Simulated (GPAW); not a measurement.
## H6PbCBr3N (Pm): G0W0 on several meshes in GPAW

How does the mesh move the gap of H6PbCBr3N (Pm)?

Calculated with GPAW 26.7.0; LDA and many-body steps on it, plane waves.

## 1. Set-up

It takes space group Pm (No. 6, monoclinic). Conventional cell: a = 6.039 Å, b = 6.060 Å, c = 6.128 Å, α = 90.00°, β = 90.07°, γ = 90.00°. Nearest to H lie 1 N at 1.04 Å. Nearest to H lie 1 C at 1.09 Å. Nearest to H lie 1 C at 1.10 Å. Nearest to Pb lie 6 Br at 2.98 to 3.11 Å. C has 3 H at 1.09 to 1.10 Å and 1 N at 1.49 Å nearest. Farther neighbours and most contacts between anions are not listed.

Structure file:

```xyz
12
Lattice="6.0385 0.0000 0.0000 0.0000 6.0597 0.0000 -0.0077 0.0000 6.1282" Properties=species:S:1:pos:R:3 pbc="T T T"
H     1.3105    5.2241    5.9332
H     1.0720    0.0000    1.2173
H     4.9819    5.1625    0.3776
H     5.2433    0.0000    4.9743
H     4.9819    0.8972    0.3776
H     1.3105    0.8356    5.9332
Pb    2.8662    3.0298    2.9292
C     5.4108    0.0000    6.0578
Br    2.5893    3.0298    5.9612
Br    2.6219    0.0000    3.1420
Br    5.8331    3.0298    2.7009
N     0.8488    0.0000    0.1990
```

The cell and positions are those that the Materials Project relaxed with its own functionals (PBE, PBE+U or r2SCAN), kept fixed. Spin-orbit coupling is left out unless a step names it.

## 2. Empty states on the mesh, 2×2×2 mesh, 764 bands

This step: GPAW 26.7.0; DFT, LDA, plane waves, PAW.

The sums over transitions need many empty states on a uniform mesh; this step solves for them.

The input, run.py:

```python
import json
import numpy as np
from gpaw.mpi import world
from gpaw import GPAW

calc = GPAW('gs.gpw').fixed_density(kpts={'size': (2, 2, 2), 'gamma': True},
    parallel={'domain': 1, 'band': 1},
    txt='nscf.txt')
calc.diagonalize_full_hamiltonian(nbands=764)
calc.write('full.gpw', mode='all')
res = {}
kpts = calc.get_ibz_k_points()
res['kpts'] = kpts
res['eigenvalues'] = [calc.get_eigenvalues(kpt=k) for k in range(len(kpts))]
res['n_electrons'] = calc.get_number_of_electrons()

if world.rank == 0:
    with open('result.json', 'w') as f:
        json.dump(res, f, default=lambda x: x.tolist())
```

Run with:

```bash
$ mpirun -n 8 gpaw python run.py
```

Numbers of over 12 decimals in the logs are rounded to 6 here.

What it wrote:

```text
Diagonalizing LCAO Hamiltonian
Converting LCAO to pw mode
convergence criteria:
- Maximum integral of absolute [eigenst]ate change: 4e-08 eV^2 / valence electron
maximum number of iterations: 100

SCF iterations
|iter     |     time |      energy | eigst |  dens |
|iter:   1|  |             | +1.01 |       |
|iter:   2|  |             | +0.45 |       |
|iter:   3|  |             | -0.07 |       |
[...]
|iter:  42|  |             | -7.08 |       |
|iter:  43|  |             | -7.29 |       |
|iter:  44|  |             | -7.46c|       |
SCF steps: 44
  __  _  _
 | _ |_)|_||  |
 |__||  | ||/\| - 26.7.0

Input parameters:
  mode=PW(ecut=600.0),
  convergence={'density': 1e-06, 'bands': -3},
  gpts=array([35, 35, 35]),
  kpts=MonkhorstPack(size=(2, 2, 2), gamma=True),
  maxiter=100,
  nbands=37,
  occupations=Occupations(name='fermi-dirac', width=0.001, fixmagmom=False),
  parallel={'domain': 1, 'band': 1},
  xc=XC(name='LDA')
Matrix size: 7465x7465
# Writing to full.gpw (mode='all')
  [... matrices ...]

timing:  # [seconds]
  Total: 245.496  # ━━━━━━━━━━━━━━━━━━━━━━━━━━━━━━━━━━━━━━━━━━━━━━━━━━━━━━━━━
```

Run time: 4.5 min. Hardware: 8 MPI ranks of AMD EPYC 7R43, shared host; peak memory 30 GiB; 36 min of CPU time.

Numbers from this step:

* gap: 1.898 eV
* k of the valence top: 0.5, 0.5, 0.5
* k of the conduction bottom: 0.5, 0.5, 0.5
* least direct gap: 1.898 eV
* k points computed: 8
* lowest point of the top converged band, above the valence top: 123.1488 eV

On this mesh the gap is 1.898 eV.

## 3. 2×2×2

G0W0 replaces the xc potential by the self-energy, built once from these orbitals. Only a window of levels is corrected, while the sums run over the empty bands that the input names.

This step: G0W0 on LDA, plane waves, PAW.

The input, run.py:

```python
import json
import numpy as np
from gpaw.mpi import world
from gpaw.response.g0w0 import G0W0

gw = G0W0('full.gpw',
    filename='gw',
    kpts=[0, 7],
    bands=(23, 27),
    ecut=39,
    nbands=124,
    integrate_gamma='WS',
    ppa=True)
gw.calculate()
res = {mode: {k: v for k, v in r.items() if k != 'sigma_eskwn'}
       for mode, r in gw.all_results.items()}

if world.rank == 0:
    with open('result.json', 'w') as f:
        json.dump(res, f, default=lambda x: x.tolist())
```

Run with:

```bash
$ mpirun -n 8 gpaw python run.py
```

What it wrote:

```text
Using integrator: PointIntegrator
FrequencyGridDescriptor(from 0.000+0.000j to 0.000+27.211j eV, 2 points)
Nonperiodic BCs:  [False False False]
Using integrator: PointIntegrator
FrequencyGridDescriptor(from 0.000+0.000j to 0.000+27.211j eV, 2 points)
Nonperiodic BCs:  [False False False]
  ___  _ _ _
 |   || | | |
 | | || | | |
 |__ ||_____|
 |___|

BZ k-points: Symmetries present (total): 2

  [... matrices ...]
8 k-points: 2 x 2 x 2 Monkhorst-Pack grid + [1/4,1/4,1/4]
8 k-points in the irreducible part of the Brillouin zone
       k-points in crystal coordinates                weights
   0:     0.00000000    0.00000000    0.00000000          1/8
   1:     0.00000000    0.00000000    0.50000000          1/8
   2:     0.00000000    0.50000000    0.00000000          1/8
   3:     0.00000000    0.50000000    0.50000000          1/8
   4:     0.50000000    0.00000000    0.00000000          1/8
   5:     0.50000000    0.00000000    0.50000000          1/8
   6:     0.50000000    0.50000000    0.00000000          1/8
   7:     0.50000000    0.50000000    0.50000000          1/8

Distributing spins, k-points and bands (1 x 2 x 4) over 8 processes
Number of blocks: 1

Quasi particle states:
k-points (IBZ indices): [0, 7]
Band range: (23, 27)
  [... matrices ...]
Computational parameters:
Plane wave cut-off: 39 eV
Number of bands: 124
Coulomb cutoff: None
Broadening: 0.1 eV

fxc modes: GW
Kernel: RPA
Using Godby-Needs plasmon-pole approximation:
  Fitting energy: i*E0, E0 = 1.000 Hartree
Summing all q:

Calculating screened Coulomb potential
No Coulomb truncation
FrequencyGridDescriptor(from 0.000+0.000j to 0.000+27.211j eV, 2 points)
Removing empty qpoint cache files...

Calculating chi0 body with:
    Ground state adapter containing:
    Number of spins: 1
    Number of kpoints: 8
    Number of irreducible kpoints: 8
    Number of completely occupied states: 25
    Number of partially occupied states: 25
    Occupied states memory: 16.355515 M / cpu

    Linear response parametrization:
    q_c: [0.0, 0.0, 0.0]
    Number of frequency points: 2
    Planewave cutoff: 39.0
    Number of bands: 124
    Number of planewaves: 123
    Broadening (eta): 1e-06
    comm.size: 8
    kncomm.size: 8
    blockcomm.size: 1

    Memory estimate of potentially large arrays:
        chi0_wGG: 0.461700 M / cpu
Integrating chi0 body.

Symmetries of q_c:
    Direct symmetries (Uq -> q): 2
    Indirect symmetries (TUq -> q): 2
In total 4 allowed symmetries.

  [... matrices ...]
8 groups of equivalent kpoints. 0.0% reduction.

Integral kind: response function
Integrating chi0 head and wings.

Symmetries of q_c:
    Direct symmetries (Uq -> q): 2
    Indirect symmetries (TUq -> q): 2
In total 4 allowed symmetries.

  [... matrices ...]
8 groups of equivalent kpoints. 0.0% reduction.

Integral kind: response function wings

Calculating chi0 body with:
    Ground state adapter containing:
    Number of spins: 1
    Number of kpoints: 8
    Number of irreducible kpoints: 8
    Number of completely occupied states: 25
    Number of partially occupied states: 25
    Occupied states memory: 16.355515 M / cpu

    Linear response parametrization:
[... the further q-points ...]

Results:
f:      Occupation numbers
eps:     KS-eigenvalues [eV]
vxc:     KS vxc [eV]
exx:     Exact exchange [eV]
sigma:   Self-energies [eV]
dsigma:  Self-energy derivatives
Z:       Renormalization factors
qp:      QP-energies [eV]

k-point 0 (0): (0.000, 0.000, 0.000)                GW
band       f     eps     vxc     exx   sigma  dsigma       Z      qp
                                                                   GW
  23   1.000  -0.785 -15.329 -19.000   3.020  -0.271   0.787  -1.297
  24   1.000  -0.767 -15.346 -18.997   3.014  -0.272   0.786  -1.268
  25   0.000   4.075  -8.497  -4.271  -3.138  -0.191   0.840   4.989
  26   0.000   5.290 -13.212  -8.373  -3.128  -0.244   0.804   6.665

k-point 1 (7): (0.500, 0.500, 0.500)                GW
band       f     eps     vxc     exx   sigma  dsigma       Z      qp
                                                                   GW
  23   1.000  -0.557 -15.801 -19.395   3.001  -0.267   0.789  -1.025
  24   1.000   0.239 -17.250 -19.212   2.111  -0.244   0.804   0.358
  25   0.000   2.137 -12.040  -7.739  -2.831  -0.224   0.817   3.338
  26   0.000   2.150 -12.002  -7.670  -2.845  -0.223   0.818   3.366
```

The job ended after 26 s (8 MPI ranks; peak memory 3.9 GiB).

Numbers from this step:

- G0W0 gap on the points computed: 2.981 eV
- least direct G0W0 gap on the computed points: 2.981 eV
- Z at the valence top: 0.8041
- Z at the conduction bottom: 0.8171
- starting gap on the mesh: 1.898 eV
- k of the valence top: 0.5, 0.5, 0.5
- k of the conduction bottom: 0.5, 0.5, 0.5

The gap on the mesh goes from 1.90 eV to 2.98 eV, a correction of +1.08 eV.

## 4. Empty states on the mesh, 4×4×4 mesh, 134 bands

This step: DFT, LDA, plane waves, PAW.

The input, run.py:

```python
import json
import numpy as np
from gpaw.mpi import world
from gpaw import GPAW

calc = GPAW('gs.gpw').fixed_density(kpts={'size': (4, 4, 4), 'gamma': True},
    nbands=156,
    convergence={'bands': 134},
    txt='nscf.txt')
calc.write('full.gpw', mode='all')
res = {}
kpts = calc.get_ibz_k_points()
res['kpts'] = kpts
res['eigenvalues'] = [calc.get_eigenvalues(kpt=k) for k in range(len(kpts))]
res['n_electrons'] = calc.get_number_of_electrons()

if world.rank == 0:
    with open('result.json', 'w') as f:
        json.dump(res, f, default=lambda x: x.tolist())
```

Run with:

```bash
$ mpirun -n 8 gpaw python run.py
```

What it wrote:

```text
Diagonalizing LCAO Hamiltonian
Converting LCAO to pw mode
convergence criteria:
- Maximum integral of absolute [eigenst]ate change: 4e-08 eV^2 / valence electron
maximum number of iterations: 100

SCF iterations
|iter     |     time |      energy | eigst |  dens |
|iter:   1|  |             | +3.89 |       |
|iter:   2|  |             | +2.60 |       |
|iter:   3|  |             | +1.58 |       |
[...]
|iter:  14|  |             | -6.96 |       |
|iter:  15|  |             | -7.31 |       |
|iter:  16|  |             | -7.73c|       |
SCF steps: 16
  __  _  _
 | _ |_)|_||  |
 |__||  | ||/\| - 26.7.0

Input parameters:
  mode=PW(ecut=600.0),
  convergence={'bands': 134},
  gpts=array([35, 35, 35]),
  kpts=MonkhorstPack(size=(4, 4, 4), gamma=True),
  maxiter=100,
  nbands=156,
  occupations=Occupations(name='fermi-dirac', width=0.001, fixmagmom=False),
  parallel={},
  xc=XC(name='LDA')
# Writing to full.gpw (mode='all')
  [... matrices ...]

timing:  # [seconds]
  Total: 0.402  # ━━━━━━━━━━━━━━━━━━━━━━━━━━━━━━━━━━━━━━━━━━━━━━━━━━━━━━━━━━━
```

It took 2 min on 8 MPI ranks; peak memory 3.1 GiB.

Numbers from this step:

* gap: 1.898 eV
* k of the valence top: 0.5, 0.5, 0.5
* k of the conduction bottom: 0.5, 0.5, 0.5
* least direct gap: 1.898 eV
* k points computed: 30
* lowest point of the top converged band, above the valence top: 32.72 eV

On this mesh the gap is 1.898 eV.

## 5. 4×4×4

This step: G0W0 on LDA, plane waves, PAW.

The input, run.py:

```python
import json
import numpy as np
from gpaw.mpi import world
from gpaw.response.g0w0 import G0W0

gw = G0W0('full.gpw',
    filename='gw',
    kpts=[0, 29],
    bands=(23, 27),
    ecut=39,
    nbands=124,
    integrate_gamma='WS',
    ppa=True)
gw.calculate()
res = {mode: {k: v for k, v in r.items() if k != 'sigma_eskwn'}
       for mode, r in gw.all_results.items()}

if world.rank == 0:
    with open('result.json', 'w') as f:
        json.dump(res, f, default=lambda x: x.tolist())
```

Run with:

```bash
$ mpirun -n 8 gpaw python run.py
```

What it wrote:

```text
Using integrator: PointIntegrator
FrequencyGridDescriptor(from 0.000+0.000j to 0.000+27.211j eV, 2 points)
Nonperiodic BCs:  [False False False]
Using integrator: PointIntegrator
FrequencyGridDescriptor(from 0.000+0.000j to 0.000+27.211j eV, 2 points)
Nonperiodic BCs:  [False False False]
  ___  _ _ _
 |   || | | |
 | | || | | |
 |__ ||_____|
 |___|

BZ k-points: Symmetries present (total): 2

  [... matrices ...]
64 k-points: 4 x 4 x 4 Monkhorst-Pack grid + [1/8,1/8,1/8]
30 k-points in the irreducible part of the Brillouin zone
       k-points in crystal coordinates                weights
   0:     0.00000000    0.00000000    0.00000000          1/64
   1:     0.00000000    0.00000000    0.25000000          2/64
   2:     0.00000000    0.00000000    0.50000000          1/64
[...]
9:     0.25000000    0.00000000   -0.25000000          2/64
          ...
  29:     0.50000000    0.50000000    0.50000000          1/64

Distributing spins, k-points and bands (1 x 2 x 4) over 8 processes
Number of blocks: 1

Quasi particle states:
k-points (IBZ indices): [0, 29]
Band range: (23, 27)
  [... matrices ...]
Computational parameters:
Plane wave cut-off: 39 eV
Number of bands: 124
Coulomb cutoff: None
Broadening: 0.1 eV

fxc modes: GW
Kernel: RPA
Using Godby-Needs plasmon-pole approximation:
  Fitting energy: i*E0, E0 = 1.000 Hartree
Summing all q:

Calculating screened Coulomb potential
No Coulomb truncation
FrequencyGridDescriptor(from 0.000+0.000j to 0.000+27.211j eV, 2 points)
Removing empty qpoint cache files...

Calculating chi0 body with:
    Ground state adapter containing:
    Number of spins: 1
    Number of kpoints: 64
    Number of irreducible kpoints: 30
    Number of completely occupied states: 25
    Number of partially occupied states: 25
[...]
q_c: [0.0, 0.0, 0.0]
    Number of frequency points: 2
    Planewave cutoff: 39.0
    Number of bands: 124
    Number of planewaves: 123
    Broadening (eta): 1e-06
    comm.size: 8
    kncomm.size: 8
    blockcomm.size: 1

    Memory estimate of potentially large arrays:
        chi0_wGG: 0.461700 M / cpu
Integrating chi0 body.

Symmetries of q_c:
    Direct symmetries (Uq -> q): 2
    Indirect symmetries (TUq -> q): 2
In total 4 allowed symmetries.

  [... matrices ...]
30 groups of equivalent kpoints. 53.125% reduction.

Integral kind: response function
Integrating chi0 head and wings.

Symmetries of q_c:
    Direct symmetries (Uq -> q): 2
    Indirect symmetries (TUq -> q): 2
In total 4 allowed symmetries.

  [... matrices ...]
30 groups of equivalent kpoints. 53.125% reduction.

Integral kind: response function wings

Calculating chi0 body with:
    Ground state adapter containing:
    Number of spins: 1
    Number of kpoints: 64
    Number of irreducible kpoints: 30
    Number of completely occupied states: 25
    Number of partially occupied states: 25
    Occupied states memory: 16.355515 M / cpu

[... the further q-points ...]

Results:
f:      Occupation numbers
eps:     KS-eigenvalues [eV]
vxc:     KS vxc [eV]
exx:     Exact exchange [eV]
sigma:   Self-energies [eV]
dsigma:  Self-energy derivatives
Z:       Renormalization factors
qp:      QP-energies [eV]

k-point 0 (0): (0.000, 0.000, 0.000)                GW
band       f     eps     vxc     exx   sigma  dsigma       Z      qp
                                                                   GW
  23   1.000  -0.785 -15.329 -18.996   2.954  -0.267   0.789  -1.348
  24   1.000  -0.767 -15.346 -19.006   2.955  -0.268   0.789  -1.323
  25   0.000   4.075  -8.497  -4.278  -2.997  -0.180   0.847   5.110
[...]
k-point 1 (29): (0.500, 0.500, 0.500)                GW
band       f     eps     vxc     exx   sigma  dsigma       Z      qp
                                                                   GW
[...]
25   0.000   2.137 -12.040  -8.058  -2.569  -0.215   0.823   3.301
  26   0.000   2.150 -12.002  -8.010  -2.574  -0.214   0.824   3.319
```

Run time: 5.7 min. Hardware: 8 MPI ranks; peak memory 5.1 GiB; 45 min of CPU time.

Numbers from this step:

- G0W0 gap on the points computed: 2.832 eV
- least direct G0W0 gap on the computed points: 2.832 eV
- Z at the valence top: 0.8103
- Z at the conduction bottom: 0.8232
- starting gap on the mesh: 1.898 eV
- k of the valence top: 0.5, 0.5, 0.5
- k of the conduction bottom: 0.5, 0.5, 0.5

Against G0W0 in GPAW (2×2×2 mesh, 124 bands, screening to 39 eV, Godby-Needs plasmon pole), the gap moves by −0.148 eV.

## 6. The runs together

Times are wall times on 8 MPI ranks of AMD EPYC 7R43, shared host, good to a factor of about two.

```csv
run,mesh,bands,screening cutoff (eV),DFT gap (eV),gap on the mesh (eV),direct (eV),time
2×2×2,2×2×2,124,39,1.898,2.981,2.981,26 s
4×4×4,4×4×4,124,39,1.898,2.832,2.832,5.7 min
```

## 7. Results

| Quantity | Value |
| --- | --- |
| 2×2×2 | 2.981 eV |
| 4×4×4 | 2.832 eV |
| known limits | not at the basis limit; no spin-orbit coupling; coarse k mesh |

4×4×4: −0.148 eV against 2×2×2. Bands and cutoff are finite, so the gap is not at the basis limit. The miss can reach some tenths of an eV and take either sign; the mesh is an error of its own. These stock PAW sets were not made for GW; the filled d or f shell of Br lies in the frozen core, which bears on start and correction. In the G0W0 runs levels were corrected at 2 k points alone, so a gap called «on the mesh» is the least over those, and an edge elsewhere would be missed. The 2×2×2 mesh is coarse for this cell, which bears on the long-range parts of exchange and screening. Mesh or cutoff lie under what a gap needs, so these runs test behaviour and cost; their gaps are not to be quoted. Where an edge is built on 6p states of lead, bismuth or thallium, scalar-relativistic gaps usually stand too wide, by a few tenths to over one eV. The many-body steps are scalar-relativistic: spin-orbit coupling is not in them.

[Paths, hosts, dates, memory and timing lines, banners, echoed tables and standing remarks are left out of the program output.]

[Logs are printed without paths, hosts, clocks, repeated set-up lines and the standing remarks that a program may print on its own settings, such as how far it seeks lower states.]

[Runs of the session that timed out or met a known fault of the program may be left out.]

[Hosts, paths, dates, database ids (printed as entryN), source tags and the programs' standing remarks are cut or masked in the printed files.]
